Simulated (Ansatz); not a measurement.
# How Pt(100) screens a field, part 2 of 2

Aim: image plane and induced charge of Pt(100).

Ansatz 0.2.0; plane-wave DFT, PBE, Ansatz PAW.

So far. Step 7 (Single point, field 0.2 V/Å): The dipole is 0.109 e·Å. Step 8 (Atoms held, field -0.2 V/Å): The dipole is -0.109 e·Å.

## Step 9: Single point, field 0.4 V/Å

Input file input.yaml:

```yaml
crystal:
  lattice:
    - [2.7718585823, 0.0, 0.0]
    - [0.0, 2.7718585823, 0.0]
    - [0.0, 0.0, 27.8]
  atoms:
    - { symbol: Pt, position: [0.5, 0.5, 0.3237410072] }
    - { symbol: Pt, position: [0.0, 0.0, 0.3942446043] }
    - { symbol: Pt, position: [0.5, 0.5, 0.4647482014] }
    - { symbol: Pt, position: [0.0, 0.0, 0.5352517986] }
    - { symbol: Pt, position: [0.5, 0.5, 0.6057553957] }
    - { symbol: Pt, position: [0.0, 0.0, 0.6762589928] }
kpoints:
  mp_grid: { grid: [18, 18, 1] }
hamiltonian:
  xc: pbe
scf:
  occupations: { method: fermi_dirac, width: 0.1 }
  convergence: { dr2_threshold: 1.0e-10 }
efield:
  axis: 3
  dipole_correction: true
  ramp_position: 0.97
  ramp_width: 0.06
  amplitude: 0.4
output:
  forces: true
  write_potential: true
  write_density: true
  volumetric_format: npy
  elf: true
```

The run is started by

```console
ansatz run input.yaml --threads 4 --pin off --max-ram 6144MiB --backend cpu --events-out ev --progress --plain --runs-dir out
```

Numbers of over 12 decimals in the logs are rounded to 6 here.

The program printed:

```text
[...]
Crystal: 6 atoms, lattice volume = 213.593 Å³
Basis set: ecut = 420 eV, 4257 PW (Γ), exchange–correlation on 40×40×384 points (8 copies of the dense FFT grid, shifted against one another)
Bands: 65, of which v1, the nominal top of the filled ones, is band 54 counted from 1 (53 counted from 0)
Symmetry: 8 space group operations
k-points: 55 of 324
[...]
k-point 0: bands = [... 50 lower, 5.5245, 5.8215, 6.2523, 6.4360, 6.4360, 6.6737, 6.7300, 6.9633, ... 7 higher]
  k-point 1: bands = [... 50 lower, 5.9383, 5.9893, 6.0540, 6.1574, 6.5755, 6.5951, 6.6744, 6.6964, ... 7 higher]
  k-point 2: bands = [... 50 lower, 5.7879, 5.7917, 5.8574, 6.0397, 6.4733, 6.4898, 6.7419, 6.9091, ... 7 higher]
  k-point 54: bands = [... 50 lower, 7.1264, 7.1270, 7.7163, 7.7196, 9.3812, 9.3812, 11.3660, 11.3660, ... 7 higher]
[key lines of the parts left out:]
SCF converged after 15 iterations
Free energy (F): -75136.498983 eV
Fermi energy:    6.610132 eV
Dipole field:    D = 0.185062 V/Å  (p = 0.218445 e·Å, saw-weighted, corrected)
```

Wall time 24 s (4 threads of Intel Xeon Platinum 8259CL at 2.50GHz (Skylake/Cascade Lake), shared host); peak memory 0.92 GiB; 93 s of CPU time.

Running mean over 1.96 Å of the planar mean, with the applied field; the ramp of the sawtooth is left out. Electron's electrostatic potential energy less the Fermi level against z:

```tsv
z (Å)	electron's electrostatic potential energy less the Fermi level (eV)
3.5	4.09
4.0	4.29
4.5	4.49
5.0	4.68
5.5	4.87
6.0	5.04
6.5	5.09
7.0	4.72
7.5	2.48
8.0	-3.06
8.5	-8.77
9.0	-11.3
9.5	-11.8
10.0	-12.0
10.5	-12.1
11.0	-12.2
11.5	-12.3
12.0	-12.3
12.5	-12.3
13.0	-12.3
13.5	-12.3
14.0	-12.3
14.5	-12.3
15.0	-12.3
15.5	-12.3
16.0	-12.3
16.5	-12.3
17.0	-12.2
17.5	-12.1
18.0	-11.9
18.5	-11.7
19.0	-10.7
19.5	-6.72
20.0	-0.421
20.5	4.11
21.0	5.59
21.5	6.06
22.0	6.33
22.5	6.54
23.0	6.74
23.5	6.94
24.0	7.14
24.5	7.34
```

The dipole is 0.218 e·Å.

## Step 10: The response

This step: plane-wave DFT, PBE, Ansatz PAW; screening of a field by a metal slab (Ansatz 0.2.0).

The dipoles give the slope, and the difference of two potentials shows where the field is screened.

This step gave:

| Item | Value |
| --- | --- |
| equivalent conductor thickness p/(ε₀AE) | 12.86 Å |
| distance between the outer atoms | 9.800 Å |
| inner field over outer field | -0.001925 |
| image plane, upper face | 1.487 Å |
| induced electrons on the upper face over ε₀E | -1.007 |
| image plane, lower face | 1.485 Å |
| induced electrons on the lower face over ε₀E | 1.007 |

Table of dipole of the cell by applied field:

```tsv
applied field (V/Å)	dipole of the cell (e·Å)
-0.200	-0.109
-0.100	-0.0546
-0.050	-0.0273
0.000	0
0.050	0.0273
0.100	0.0546
0.200	0.109
0.400	0.218
```

Local field over the applied field, running mean. From the potentials at -0.05 and 0.05 V/Å; running mean over 1.96 Å. Local field over applied field against z:

z (Å), local field over applied field and a bar from the least value:
```
      4.5      0.998 ##############################
      5.0      0.994 ##############################
      5.5      0.983 ##############################
      6.0      0.953 #############################
      6.5      0.882 ###########################
      7.0      0.735 ######################
      7.5      0.510 ###############
      8.0      0.283 #########
      8.5      0.100 ###
      9.0      0.004 
      9.5     -0.006 
     10.0     -0.002 
     10.5      0.005 
     11.0      0.005 
     11.5      0.003 
     12.0      0.002 
     12.5      0.000 
     13.0     -0.001 
     13.5     -0.002 
     14.0     -0.002 
     14.5     -0.002 
     15.0      0.000 
     15.5      0.001 
     16.0      0.002 
     16.5      0.003 
     17.0      0.006 
     17.5      0.003 
     18.0     -0.003 
     18.5     -0.008 
     19.0      0.030 #
     19.5      0.165 #####
     20.0      0.370 ###########
     20.5      0.605 ##################
     21.0      0.805 ########################
     21.5      0.917 ############################
     22.0      0.968 #############################
     22.5      0.988 ##############################
     23.0      0.996 ##############################
     23.5      0.999 ##############################
```

The induced electron density oscillates, so the rows of the table below give means over windows of 0.5 Å about each position, cut where the curve ends. Its maxima inside the range that stand out by 2 % of the span (Å: e/Å³ per V/Å): 7.82: 0.00437, 8.98: 5.5e-4, 10.57: 3.2e-4, 11.29: 2.4e-4, 13.47: 9.9e-5, 14.91: 8.0e-5, 16.80: 3.2e-4, 18.53: 4.1e-4, 19.11: 5.4e-4. Its minima: 8.69: -5.4e-4, 9.27: -4.1e-4, 11.00: -3.2e-4, 12.89: -8.0e-5, 14.33: -9.9e-5, 16.51: -2.4e-4, 17.23: -3.2e-4, 18.82: -5.5e-4, 19.98: -0.00437.

Electrons, planar mean, per unit field. The induced electron density by z; means over each step:

```tsv
z (Å)	induced electron density (e/Å³ per V/Å)
4.5	1.3e-5
5.0	4.1e-5
5.5	1.2e-4
6.0	3.2e-4
6.5	8.1e-4
7.0	0.00186
7.5	0.00352
8.0	0.00395
8.5	5.6e-4
9.0	1.2e-4
9.5	-2.5e-4
10.0	-1.7e-4
10.5	1.8e-4
11.0	-1.1e-4
11.5	1.1e-4
12.0	-3.2e-5
12.5	3.6e-5
13.0	-2.6e-5
13.5	7.8e-5
14.0	-2.7e-5
14.5	-5.6e-5
15.0	2.1e-5
15.5	-1.8e-5
16.0	1.7e-5
16.5	-8.9e-5
17.0	2.8e-5
17.5	-5.5e-5
18.0	1.9e-4
18.5	1.8e-4
19.0	2.2e-5
19.5	-0.00209
20.0	-0.00415
20.5	-0.00283
21.0	-0.00136
21.5	-5.6e-4
22.0	-2.1e-4
22.5	-7.8e-5
23.0	-2.6e-5
23.5	-8.7e-6
```

By hand: between -0.05 and 0.05 V/Å the dipole changes by 0.05459 e·Å, a slope of 0.5459 e·Å²/V. A perfect conductor of thickness t has p = ε₀AEt, so t = 180.95 × 0.5459 / 7.683 = 12.86 Å (e/ε₀ = 180.95 V·Å, A in Å²). Less the 9.80 Å between the outer atoms, and halved, that puts each image plane 1.53 Å out.

The induced dipole is that of a conductor 12.86 Å thick.

## Step 11: Varying the input: efield.ramp_width = 0.15

This step: plane-wave DFT, PBE, Ansatz PAW (Ansatz 0.2.0).

A run with a changed input: it repeats the earlier run at 0.05 V/Å with efield.ramp_width from 0.06 to 0.15.

input.yaml, as its differences from that of step 9:

```diff
@@ -23,4 +23,4 @@
   ramp_position: 0.97
-  ramp_width: 0.06
-  amplitude: 0.4
+  ramp_width: 0.15
+  amplitude: 0.05
 output:
@@ -30,2 +30 @@
   volumetric_format: npy
-  elf: true
```

The program printed:

```text
[...]
Crystal: 6 atoms, lattice volume = 213.593 Å³
Basis set: ecut = 420 eV, 4257 PW (Γ), exchange–correlation on 40×40×384 points (8 copies of the dense FFT grid, shifted against one another)
Bands: 65, of which v1, the nominal top of the filled ones, is band 54 counted from 1 (53 counted from 0)
Symmetry: 8 space group operations
k-points: 55 of 324
[...]
SCF iter   1: F=—  HF=-75138.561596 eV  |F-HF|=—  |Δ(HF+E_count)|=         —  Δρ=6.02e-2  dr2=1.43e1  ethr=3.10e-3  p=0.027 e·Å  D=2.25e-2 V/Å  ΔV_dip=-0.62 eV  dr2_dipole=6.51e-4  V_vac-E_F(+/−)=4.95/4.42 eV  ⟨swp⟩=7.8  Hψ=14899  notcnv=0  defer=22
[...]
SCF iter  14: F=-75136.455985 eV  HF=-75136.455985 eV  |F-HF|=2.18e-10  |Δ(HF+E_count)|=   6.39e-9  Δρ=1.28e-7  dr2=6.82e-11  ethr=1.00e-12  p=0.027 e·Å  D=2.31e-2 V/Å  ΔV_dip=-0.64 eV  dr2_dipole=9.19e-13  V_vac-E_F(+/−)=5.97/5.46 eV  ⟨swp⟩=16.5  Hψ=25233  notcnv=0
SCF 1 converged in 14 iterations: F = -75136.455985 eV  dr2 = 6.82e-11
[...]
SCF converged after 14 iterations
Free energy (F): -75136.455985 eV
[...]
Internal energy: -75136.114418 eV  (E = F + TS)
E sigma→0 (E₀):  -75136.285202 eV
Entropy (-TS):   -0.341567 eV (-56.928 meV/atom)
Fermi energy:    6.582668 eV
Dipole field:    D = 0.023121 V/Å  (p = 0.027292 e·Å, saw-weighted, corrected)
Work function:   not extracted (applied field tilts the vacuum); planar V_es + V_field profile in the machine report
[...]
--- Forces (eV/Å), atoms counted from 1 ---
  atom   1  Pt    -0.00000000     0.00000000    -0.13745041
  atom   2  Pt    -0.00000000    -0.00000000    -0.31203567
  atom   3  Pt    -0.00000000     0.00000000    -0.04431775
  atom   4  Pt     0.00000000    -0.00000000     0.04533744
  atom   5  Pt     0.00000000     0.00000000     0.31199430
  atom   6  Pt     0.00000000     0.00000000     0.13647236
  max |Σ_I F_I| component: 2.72e-7 eV/Å
--- Band table (eV; the first three rows and the last of 55) ---
  k-point 0: bands = [... 50 lower, 5.4977, 5.7941, 6.2248, 6.4085, 6.4085, 6.6463, 6.7026, 6.9358, ... 7 higher]
  k-point 1: bands = [... 50 lower, 5.9109, 5.9627, 6.0265, 6.1302, 6.5480, 6.5677, 6.6469, 6.6696, ... 7 higher]
  k-point 2: bands = [... 50 lower, 5.7642, 5.7643, 5.8271, 6.0123, 6.4459, 6.4623, 6.7145, 6.8823, ... 7 higher]
  k-point 54: bands = [... 50 lower, 7.0993, 7.0994, 7.6903, 7.6907, 9.3536, 9.3536, 11.3384, 11.3384, ... 7 higher]
```

The job ended after 22 s (4 threads; peak memory 0.92 GiB).

Numbers from this step:

* energy at zero smearing: -75136.2852 eV
* dipole along the normal: 0.02729 e·Å

Force by atom:

```tsv
atom	x (eV/Å)	y (eV/Å)	z (eV/Å)	size
Pt1	0.000	0.000	-0.137	0.137
Pt2	0.000	0.000	-0.312	0.312
Pt3	0.000	0.000	-0.044	0.044
Pt4	0.000	0.000	0.045	0.045
Pt5	0.000	0.000	0.312	0.312
Pt6	0.000	0.000	0.136	0.136
```

```tsv
quantity	this run	earlier run	difference
dipole along the normal (e·Å)	0.02729	0.02729	-3.2e-6
```

The dipole moves by under 0.5 % or 5e-5 e·Å.

## Step 12: A changed input: efield.amplitude = -0.1

Another changed input: it repeats the earlier run at 0.05 V/Å with efield.amplitude from 0.05 to -0.1.

input.yaml, as its differences from that of step 11:

```diff
@@ -23,4 +23,4 @@
   ramp_position: 0.97
-  ramp_width: 0.15
-  amplitude: 0.05
+  ramp_width: 0.06
+  amplitude: -0.1
 output:
```

The program printed:

```text
[...]
Crystal: 6 atoms, lattice volume = 213.593 Å³
Basis set: ecut = 420 eV, 4257 PW (Γ), exchange–correlation on 40×40×384 points (8 copies of the dense FFT grid, shifted against one another)
Bands: 65, of which v1, the nominal top of the filled ones, is band 54 counted from 1 (53 counted from 0)
Symmetry: 8 space group operations
k-points: 55 of 324
[...]
SCF iter   1: F=—  HF=-75138.563598 eV  |F-HF|=—  |Δ(HF+E_count)|=         —  Δρ=6.02e-2  dr2=1.43e1  ethr=3.10e-3  p=-0.053 e·Å  D=-4.50e-2 V/Å  ΔV_dip=1.25 eV  dr2_dipole=2.51e-3  V_vac-E_F(+/−)=3.95/5.27 eV  ⟨swp⟩=7.8  Hψ=14886  notcnv=0  defer=22
[...]
SCF iter  14: F=-75136.458032 eV  HF=-75136.458032 eV  |F-HF|=2.33e-10  |Δ(HF+E_count)|=   6.07e-9  Δρ=1.31e-7  dr2=6.98e-11  ethr=1.00e-12  p=-0.055 e·Å  D=-4.62e-2 V/Å  ΔV_dip=1.29 eV  dr2_dipole=1.15e-13  V_vac-E_F(+/−)=5.00/6.28 eV  ⟨swp⟩=16.3  Hψ=25255  notcnv=0
SCF 1 converged in 14 iterations: F = -75136.458032 eV  dr2 = 6.98e-11
[...]
SCF converged after 14 iterations
Free energy (F): -75136.458032 eV
[...]
Internal energy: -75136.116465 eV  (E = F + TS)
E sigma→0 (E₀):  -75136.287249 eV
Entropy (-TS):   -0.341568 eV (-56.928 meV/atom)
Fermi energy:    6.616001 eV
Dipole field:    D = -0.046248 V/Å  (p = -0.054591 e·Å, saw-weighted, corrected)
Work function:   not extracted (applied field tilts the vacuum); planar V_es + V_field profile in the machine report
[...]
--- Forces (eV/Å), atoms counted from 1 ---
  atom   1  Pt    -0.00000000     0.00000000    -0.13613686
  atom   2  Pt    -0.00000000    -0.00000000    -0.31197922
  atom   3  Pt    -0.00000000     0.00000000    -0.04585093
  atom   4  Pt     0.00000000     0.00000000     0.04381153
  atom   5  Pt     0.00000000    -0.00000000     0.31206194
  atom   6  Pt     0.00000000    -0.00000000     0.13809344
  max |Σ_I F_I| component: 8.06e-8 eV/Å
--- Band table (eV; the first three rows and the last of 55) ---
  k-point 0: bands = [... 50 lower, 5.5310, 5.8274, 6.2582, 6.4419, 6.4419, 6.6796, 6.7359, 6.9692, ... 7 higher]
  k-point 1: bands = [... 50 lower, 5.9442, 5.9960, 6.0598, 6.1636, 6.5814, 6.6010, 6.6803, 6.7029, ... 7 higher]
  k-point 2: bands = [... 50 lower, 5.7975, 5.7976, 5.8606, 6.0456, 6.4792, 6.4957, 6.7478, 6.9156, ... 7 higher]
  k-point 54: bands = [... 50 lower, 7.1326, 7.1327, 7.7235, 7.7243, 9.3869, 9.3869, 11.3717, 11.3717, ... 7 higher]
```

Wall time 21 s (4 threads); peak memory 0.92 GiB.

This step gave:

```yaml
energy_at_zero_smearing: -75136.2872 eV
dipole_along_the_normal: -0.05459 e·Å
```

Force by atom:

```tsv
atom	x (eV/Å)	y (eV/Å)	z (eV/Å)	size
Pt1	0.000	0.000	-0.136	0.136
Pt2	0.000	0.000	-0.312	0.312
Pt3	0.000	0.000	-0.046	0.046
Pt4	0.000	0.000	0.044	0.044
Pt5	0.000	0.000	0.312	0.312
Pt6	0.000	0.000	0.138	0.138
```

```tsv
quantity	this run	earlier run	difference
dipole along the normal (e·Å)	-0.05459	0.02729	-0.082
```

The applied field differs, and the slope found earlier predicts a dipole of -0.0546 e·Å; this run gives -0.0546 e·Å, in line with it.

## Step 13: Summary of results

| Item | Value |
| --- | --- |
| work function | 5.66 eV |
| image plane, upper face | 1.49 Å |
| induced electrons on the upper face over ε₀E | -1.01 |
| equivalent conductor thickness p/(ε₀AE) | 12.9 Å |
| inner field over outer field | -0.00192 |

What this shows: The induced charge has its centre 1.49 Å outside the outermost atoms; this is the plane from which a capacitor's gap or an image potential counts. The equivalent conductor thickness exceeds the distance between the outer atoms by 3.06 Å, about the sum of the two image-plane distances. In the middle of the slab the field is screened to under 0.5 % of its outer value. The atoms are held at bulk positions with the tabulated experimental lattice constant.

[Logs are printed without paths, hosts, clocks, repeated set-up lines and the standing remarks that a program may print on its own settings, such as how far it seeks lower states.]

[Hosts, paths, dates, database ids (printed as entryN), source tags and the programs' standing remarks are cut or masked in the printed files.]

[Maps of the electrostatic potential energy from Ansatz leave out the sawtooth potential of an applied field or a dipole correction, so their vacuum need not be flat; planar profiles and work functions include it.]
